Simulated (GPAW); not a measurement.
## CsCu2I3 (Cmcm): one start, several treatments of the self-energy

How much does the gap of CsCu2I3 (Cmcm) depend on the approximation to the self-energy?

Calculated with GPAW 26.7.0; LDA and many-body steps on it, plane waves.

**1. Set-up**

The structure is orthorhombic, space group Cmcm (No. 63). Conventional cell: a = 10.548 Å, b = 13.172 Å, c = 6.097 Å, α = 90.00°, β = 90.00°, γ = 90.00°. Nearest to Cs lie 10 I at 3.88 to 4.47 Å. Cu has 4 I at 2.60 to 2.70 Å nearest. I has 4 Cu at 2.70 Å and 2 Cs at 4.09 Å nearest. Nearest to I lie 2 Cu at 2.60 Å and 4 Cs at 3.88 to 4.47 Å. Farther neighbours and most contacts between anions are not listed.

Structure file:

```
Cs Cu I
1.0
     5.27395   -6.58625    0.00000
     5.27395    6.58625    0.00000
     0.00000    0.00000    6.09718
Cs Cu I
2 4 6
Direct
  0.32780 0.67220 0.25000
  0.67220 0.32780 0.75000
  0.85100 0.85100 0.00000
  0.14900 0.14900 0.50000
  0.14900 0.14900 0.00000
  0.85100 0.85100 0.50000
  0.87960 0.12040 0.25000
  0.12040 0.87960 0.75000
  0.83600 0.59800 0.25000
  0.16400 0.40200 0.75000
  0.59800 0.83600 0.75000
  0.40200 0.16400 0.25000
```

The cell and positions come from the Crystallography Open Database and are kept as given unless a step says otherwise. Spin-orbit coupling is left out unless a step names it.

**2. Empty states on the mesh, 2×2×2 mesh, 350 bands**

This step: GPAW 26.7.0; DFT, LDA, plane waves, PAW.

The sums over transitions need many empty states on a uniform mesh; this step solves for them.

Contents of run.py:

```python
import json
import numpy as np
from gpaw.mpi import world
from gpaw import GPAW

calc = GPAW('gs.gpw').fixed_density(kpts={'size': (2, 2, 2), 'gamma': True},
    nbands=408,
    convergence={'bands': 350},
    txt='nscf.txt')
calc.write('full.gpw', mode='all')
res = {}
kpts = calc.get_ibz_k_points()
res['kpts'] = kpts
res['eigenvalues'] = [calc.get_eigenvalues(kpt=k) for k in range(len(kpts))]
res['n_electrons'] = calc.get_number_of_electrons()

if world.rank == 0:
    with open('result.json', 'w') as f:
        json.dump(res, f, default=lambda x: x.tolist())
```

Run with:

```console
$ mpirun -n 4 gpaw python run.py
```

Numbers of over 12 decimals in the logs are rounded to 6 here.

The program printed:

```text
Diagonalizing LCAO Hamiltonian
Converting LCAO to pw mode
convergence criteria:
- Maximum integral of absolute [eigenst]ate change: 4e-08 eV^2 / valence electron
maximum number of iterations: 100

SCF iterations
|iter     |     time |      energy | eigst |  dens |
|iter:   1|  |             | +4.15 |       |
|iter:   2|  |             | +2.87 |       |
|iter:   3|  |             | +1.94 |       |
[...]
|iter:  18|  |             | -6.93 |       |
|iter:  19|  |             | -7.28 |       |
|iter:  20|  |             | -7.49c|       |
SCF steps: 20
  __  _  _
 | _ |_)|_||  |
 |__||  | ||/\| - 26.7.0

Input parameters:
  mode=PW(ecut=600.0),
  convergence={'bands': 350},
  gpts=array([48, 48, 35]),
  kpts=MonkhorstPack(size=(2, 2, 2), gamma=True),
  maxiter=100,
  nbands=408,
  occupations=Occupations(name='fermi-dirac', width=0.001, fixmagmom=False),
  parallel={},
  xc=XC(name='LDA')
# Writing to full.gpw (mode='all')
  [... matrices ...]

timing:  # [seconds]
  Total: 0.532  # ━━━━━━━━━━━━━━━━━━━━━━━━━━━━━━━━━━━━━━━━━━━━━━━━━━━━━━━━━━━
```

Run time: 4.4 min. Hardware: 4 MPI ranks of Intel Xeon 6975P-C (Granite Rapids), shared host; peak memory 2.3 GiB; 17 min of CPU time.

This step gave:

| Property | Result |
| --- | --- |
| gap | 1.781 eV |
| k of the valence top | 0, 0, 0 |
| k of the conduction bottom | 0, 0, 0 |
| least direct gap | 1.781 eV |
| k points computed | 6 |
| lowest point of the top converged band, above the valence top | 41.08 eV |

On this mesh the gap is 1.781 eV.

**3. G0W0, Godby-Needs plasmon pole**

Now the one-shot GW correction: screening in the RPA, then the self-energy of the levels asked for.

This step: G0W0 on LDA, plane waves, PAW.

Contents of run.py:

```python
import json
import numpy as np
from gpaw.mpi import world
from gpaw.response.g0w0 import G0W0

gw = G0W0('full.gpw',
    filename='gw',
    kpts=[0],
    bands=(50, 54),
    ecut=50,
    nbands=340,
    integrate_gamma='WS',
    ppa=True)
gw.calculate()
res = {mode: {k: v for k, v in r.items() if k != 'sigma_eskwn'}
       for mode, r in gw.all_results.items()}

if world.rank == 0:
    with open('result.json', 'w') as f:
        json.dump(res, f, default=lambda x: x.tolist())
```

Run with:

```console
$ mpirun -n 4 gpaw python run.py
```

The program printed:

```text
Using integrator: PointIntegrator
FrequencyGridDescriptor(from 0.000+0.000j to 0.000+27.211j eV, 2 points)
Nonperiodic BCs:  [False False False]
Using integrator: PointIntegrator
FrequencyGridDescriptor(from 0.000+0.000j to 0.000+27.211j eV, 2 points)
Nonperiodic BCs:  [False False False]
  ___  _ _ _
 |   || | | |
 | | || | | |
 |__ ||_____|
 |___|

BZ k-points: Symmetries present (total): 4

  [... matrices ...]
8 k-points: 2 x 2 x 2 Monkhorst-Pack grid + [1/4,1/4,1/4]
6 k-points in the irreducible part of the Brillouin zone
       k-points in crystal coordinates                weights
   0:     0.00000000    0.00000000    0.00000000          1/8
   1:     0.00000000    0.00000000    0.50000000          1/8
   2:     0.50000000    0.00000000    0.00000000          2/8
   3:     0.50000000    0.00000000    0.50000000          2/8
   4:     0.50000000    0.50000000    0.00000000          1/8
   5:     0.50000000    0.50000000    0.50000000          1/8

Distributing spins, k-points and bands (1 x 1 x 4) over 4 processes
Number of blocks: 1

Quasi particle states:
k-points (IBZ indices): [0]
Band range: (50, 54)
  [... matrices ...]
Computational parameters:
Plane wave cut-off: 50 eV
Number of bands: 340
Coulomb cutoff: None
Broadening: 0.1 eV

fxc modes: GW
Kernel: RPA
Using Godby-Needs plasmon-pole approximation:
  Fitting energy: i*E0, E0 = 1.000 Hartree
Summing all q:

Calculating screened Coulomb potential
No Coulomb truncation
FrequencyGridDescriptor(from 0.000+0.000j to 0.000+27.211j eV, 2 points)
Removing empty qpoint cache files...

Calculating chi0 body with:
    Ground state adapter containing:
    Number of spins: 1
    Number of kpoints: 8
    Number of irreducible kpoints: 6
    Number of completely occupied states: 52
    Number of partially occupied states: 52
    Occupied states memory: 63.984375 M / cpu

    Linear response parametrization:
    q_c: [0.0, 0.0, 0.0]
    Number of frequency points: 2
    Planewave cutoff: 50.0
    Number of bands: 340
    Number of planewaves: 331
    Broadening (eta): 1e-06
    comm.size: 4
    kncomm.size: 4
    blockcomm.size: 1

    Memory estimate of potentially large arrays:
        chi0_wGG: 3.343536 M / cpu
Integrating chi0 body.

Symmetries of q_c:
    Direct symmetries (Uq -> q): 4
    Indirect symmetries (TUq -> q): 0
In total 4 allowed symmetries.

  [... matrices ...]
6 groups of equivalent kpoints. 25.0% reduction.

Integral kind: response function
Integrating chi0 head and wings.

Symmetries of q_c:
    Direct symmetries (Uq -> q): 4
    Indirect symmetries (TUq -> q): 0
In total 4 allowed symmetries.

  [... matrices ...]
6 groups of equivalent kpoints. 25.0% reduction.

Integral kind: response function wings

Calculating chi0 body with:
    Ground state adapter containing:
    Number of spins: 1
    Number of kpoints: 8
    Number of irreducible kpoints: 6
    Number of completely occupied states: 52
    Number of partially occupied states: 52
    Occupied states memory: 63.984375 M / cpu

    Linear response parametrization:
[... the further q-points ...]

Results:
f:      Occupation numbers
eps:     KS-eigenvalues [eV]
vxc:     KS vxc [eV]
exx:     Exact exchange [eV]
sigma:   Self-energies [eV]
dsigma:  Self-energy derivatives
Z:       Renormalization factors
qp:      QP-energies [eV]

k-point 0 (0): (0.000, 0.000, 0.000)                GW
band       f     eps     vxc     exx   sigma  dsigma       Z      qp
                                                                   GW
  50   1.000   3.309 -28.478 -34.284   4.773  -0.325   0.755   2.529
  51   1.000   3.499 -28.156 -33.668   4.568  -0.319   0.758   2.783
  52   0.000   5.281 -11.456  -6.964  -3.161  -0.208   0.828   6.382
  53   0.000   6.399 -11.703  -7.986  -2.827  -0.214   0.824   7.132
```

Elapsed: 3.3 min, on 4 MPI ranks; peak memory 3.9 GiB; 13 min of CPU time.

This step gave:

* G0W0 gap on the points computed: 3.599 eV
* least direct G0W0 gap on the computed points: 3.599 eV
* Z at the valence top: 0.7583
* Z at the conduction bottom: 0.8280
* starting gap on the mesh: 1.781 eV
* k of the valence top: 0, 0, 0
* k of the conduction bottom: 0, 0, 0

The gap on the mesh goes from 1.78 eV to 3.60 eV, a correction of +1.82 eV.

**4. G0W0, full frequency, Hilbert transform**

run.py, as its differences from that of step 3:

```diff
@@ -12,3 +12,5 @@
     integrate_gamma='WS',
-    ppa=True)
+    frequencies={'type': 'nonlinear', 'domega0': 0.1, 'omega2': 15.0},
+    eta=0.1,
+    nblocksmax=True)
 gw.calculate()
```

Run with:

```console
$ mpirun -n 4 gpaw python run.py
```

The program printed:

```text
Using integrator: PointIntegrator
NonLinearFrequencyDescriptor(from 0.000 to 63.036 eV, 231 points)
Nonperiodic BCs:  [False False False]
Using integrator: PointIntegrator
NonLinearFrequencyDescriptor(from 0.000 to 63.036 eV, 231 points)
Nonperiodic BCs:  [False False False]
  ___  _ _ _
 |   || | | |
 | | || | | |
 |__ ||_____|
 |___|

BZ k-points: Symmetries present (total): 4

  [... matrices ...]
8 k-points: 2 x 2 x 2 Monkhorst-Pack grid + [1/4,1/4,1/4]
6 k-points in the irreducible part of the Brillouin zone
       k-points in crystal coordinates                weights
   0:     0.00000000    0.00000000    0.00000000          1/8
   1:     0.00000000    0.00000000    0.50000000          1/8
   2:     0.50000000    0.00000000    0.00000000          2/8
   3:     0.50000000    0.00000000    0.50000000          2/8
   4:     0.50000000    0.50000000    0.00000000          1/8
   5:     0.50000000    0.50000000    0.50000000          1/8

Distributing spins, k-points and bands (1 x 1 x 4) over 1 process
Number of blocks: 4

Quasi particle states:
k-points (IBZ indices): [0]
Band range: (50, 54)
  [... matrices ...]
Computational parameters:
Plane wave cut-off: 50 eV
Number of bands: 340
Coulomb cutoff: None
Broadening: 0.1 eV

fxc modes: GW
Kernel: RPA
Using full-frequency real axis integration
Summing all q:

Calculating screened Coulomb potential
No Coulomb truncation
NonLinearFrequencyDescriptor(from 0.000 to 63.036 eV, 231 points)
Removing empty qpoint cache files...

Calculating chi0 body with:
    Ground state adapter containing:
    Number of spins: 1
    Number of kpoints: 8
    Number of irreducible kpoints: 6
    Number of completely occupied states: 52
    Number of partially occupied states: 52
    Occupied states memory: 63.984375 M / cpu

    Linear response parametrization:
    q_c: [0.0, 0.0, 0.0]
    Number of frequency points: 231
    Planewave cutoff: 50.0
    Number of bands: 340
    Number of planewaves: 331
    Broadening (eta): 0.1
    comm.size: 4
    kncomm.size: 1
    blockcomm.size: 4

    Memory estimate of potentially large arrays:
        chi0_wGG: 96.544613 M / cpu
Integrating chi0 body.

Symmetries of q_c:
    Direct symmetries (Uq -> q): 4
    Indirect symmetries (TUq -> q): 0
In total 4 allowed symmetries.

  [... matrices ...]
6 groups of equivalent kpoints. 25.0% reduction.

Integral kind: spectral function
Integrating chi0 head and wings.

Symmetries of q_c:
    Direct symmetries (Uq -> q): 4
    Indirect symmetries (TUq -> q): 0
In total 4 allowed symmetries.

  [... matrices ...]
6 groups of equivalent kpoints. 25.0% reduction.

Integral kind: spectral function wings

Calculating chi0 body with:
    Ground state adapter containing:
    Number of spins: 1
    Number of kpoints: 8
    Number of irreducible kpoints: 6
    Number of completely occupied states: 52
    Number of partially occupied states: 52
    Occupied states memory: 63.984375 M / cpu

    Linear response parametrization:
[... the further q-points ...]

Results:
f:      Occupation numbers
eps:     KS-eigenvalues [eV]
vxc:     KS vxc [eV]
exx:     Exact exchange [eV]
sigma:   Self-energies [eV]
dsigma:  Self-energy derivatives
Z:       Renormalization factors
qp:      QP-energies [eV]

k-point 0 (0): (0.000, 0.000, 0.000)                GW
band       f     eps     vxc     exx   sigma  dsigma       Z      qp
                                                                   GW
  50   1.000   3.309 -28.478 -34.284   4.749  -0.380   0.725   2.543
  51   1.000   3.499 -28.156 -33.668   4.542  -0.370   0.730   2.791
  52   0.000   5.281 -11.456  -6.964  -3.106  -0.240   0.806   6.397
  53   0.000   6.399 -11.703  -7.986  -2.780  -0.250   0.800   7.148
```

It took 5 min on 4 MPI ranks; peak memory 4.3 GiB; 20 min of CPU time.

This step gave:

| Item | Value |
| --- | --- |
| G0W0 gap on the points computed | 3.606 eV |
| least direct G0W0 gap on the computed points | 3.606 eV |
| Z at the valence top | 0.7301 |
| Z at the conduction bottom | 0.8063 |
| starting gap on the mesh | 1.781 eV |
| k of the valence top | 0, 0, 0 |
| k of the conduction bottom | 0, 0, 0 |

Against G0W0 in GPAW (2×2×2 mesh, 340 bands, screening to 50 eV, Godby-Needs plasmon pole), the gap moves by +0.007 eV.

**5. G0W0, multipole**

run.py, as its differences from that of step 4:

```diff
@@ -12,5 +12,3 @@
     integrate_gamma='WS',
-    frequencies={'type': 'nonlinear', 'domega0': 0.1, 'omega2': 15.0},
-    eta=0.1,
-    nblocksmax=True)
+    mpa={'npoles': 4, 'wrange': [0, 40], 'varpi': 20.0, 'eta0': 0.01, 'eta_rest': 1.0, 'alpha': 1})
 gw.calculate()
```

Run with:

```console
$ mpirun -n 4 gpaw python run.py
```

The program printed:

```text
Using integrator: PointIntegrator
FrequencyGridDescriptor(from 0.000+0.010j to 40.000+20.000j eV, 8 points)
Nonperiodic BCs:  [False False False]
Using integrator: PointIntegrator
FrequencyGridDescriptor(from 0.000+0.010j to 40.000+20.000j eV, 8 points)
Nonperiodic BCs:  [False False False]
  ___  _ _ _
 |   || | | |
 | | || | | |
 |__ ||_____|
 |___|

BZ k-points: Symmetries present (total): 4

  [... matrices ...]
8 k-points: 2 x 2 x 2 Monkhorst-Pack grid + [1/4,1/4,1/4]
6 k-points in the irreducible part of the Brillouin zone
[...]
Results:
f:      Occupation numbers
eps:     KS-eigenvalues [eV]
vxc:     KS vxc [eV]
exx:     Exact exchange [eV]
sigma:   Self-energies [eV]
dsigma:  Self-energy derivatives
Z:       Renormalization factors
qp:      QP-energies [eV]

k-point 0 (0): (0.000, 0.000, 0.000)                GW
band       f     eps     vxc     exx   sigma  dsigma       Z      qp
                                                                   GW
  50   1.000   3.309 -28.478 -34.284   4.750  -0.371   0.729   2.539
  51   1.000   3.499 -28.156 -33.668   4.543  -0.362   0.734   2.788
  52   0.000   5.281 -11.456  -6.964  -3.105  -0.230   0.813   6.408
  53   0.000   6.399 -11.703  -7.986  -2.779  -0.239   0.807   7.156
```

The job ended after 4.3 min (4 MPI ranks; peak memory 4.7 GiB).

This step gave:

| Property | Result |
| --- | --- |
| G0W0 gap on the points computed | 3.620 eV |
| least direct G0W0 gap on the computed points | 3.620 eV |
| starting gap on the mesh | 1.781 eV |
| k of the valence top | 0, 0, 0 |
| k of the conduction bottom | 0, 0, 0 |

Against G0W0 in GPAW (2×2×2 mesh, 340 bands, screening to 50 eV, Godby-Needs plasmon pole), the gap moves by +0.021 eV.

**6. Side by side**

Times are wall times on 4 MPI ranks of Intel Xeon 6975P-C (Granite Rapids), shared host, good to a factor of about two.

| run | mesh | bands | screening cutoff (eV) | DFT gap (eV) | gap on the mesh (eV) | direct (eV) | time |
| --- | --- | --- | --- | --- | --- | --- | --- |
| G0W0, Godby-Needs plasmon pole | 2×2×2 | 340 | 50 | 1.781 | 3.599 | 3.599 | 3.3 min |
| G0W0, full frequency, Hilbert transform | 2×2×2 | 340 | 50 | 1.781 | 3.606 | 3.606 | 5 min |
| G0W0, multipole | 2×2×2 | 340 | 50 | 1.781 | 3.620 | 3.620 | 4.3 min |

**7. Summary of results**

```json
{
 "G0W0, Godby-Needs plasmon pole": "3.599 eV",
 "G0W0, full frequency, Hilbert transform": "3.606 eV",
 "G0W0, multipole": "3.620 eV",
 "known limits": "not at the basis limit; d shell near the gap, gap tends to lie low; no spin-orbit coupling; coarse k mesh"
}
```

In words: G0W0, full frequency, Hilbert transform: +0.007 eV against G0W0, Godby-Needs plasmon pole. G0W0, multipole: +0.021 eV against G0W0, Godby-Needs plasmon pole. Bands and cutoff are finite, so the gap is not at the basis limit. The miss can reach some tenths of an eV and take either sign; the mesh is an error of its own. These stock PAW sets were not made for GW; the filled d or f shell of I lies in the frozen core, which bears on start and correction. In the G0W0 runs levels were corrected at 1 k point alone, so a gap called «on the mesh» is the least over those, and an edge elsewhere would be missed. The 2×2×2 mesh is coarse for this cell, which bears on the long-range parts of exchange and screening. A d shell, filled or nearly so, lies near the gap. One-shot GW converges very slowly in bands there, not always from below, and on a semilocal start the gap tends to come out low; starts rich in exact exchange can overshoot instead. The many-body steps are scalar-relativistic: spin-orbit coupling is not in them.

[Paths, hosts, dates, memory and timing lines, banners, echoed tables and standing remarks are left out of the program output.]

[Logs are printed without paths, hosts, clocks, repeated set-up lines and the standing remarks that a program may print on its own settings, such as how far it seeks lower states.]

[Runs of the session that timed out or met a known fault of the program may be left out.]

[Hosts, paths, dates, database ids (printed as entryN), source tags and the programs' standing remarks are cut or masked in the printed files.]
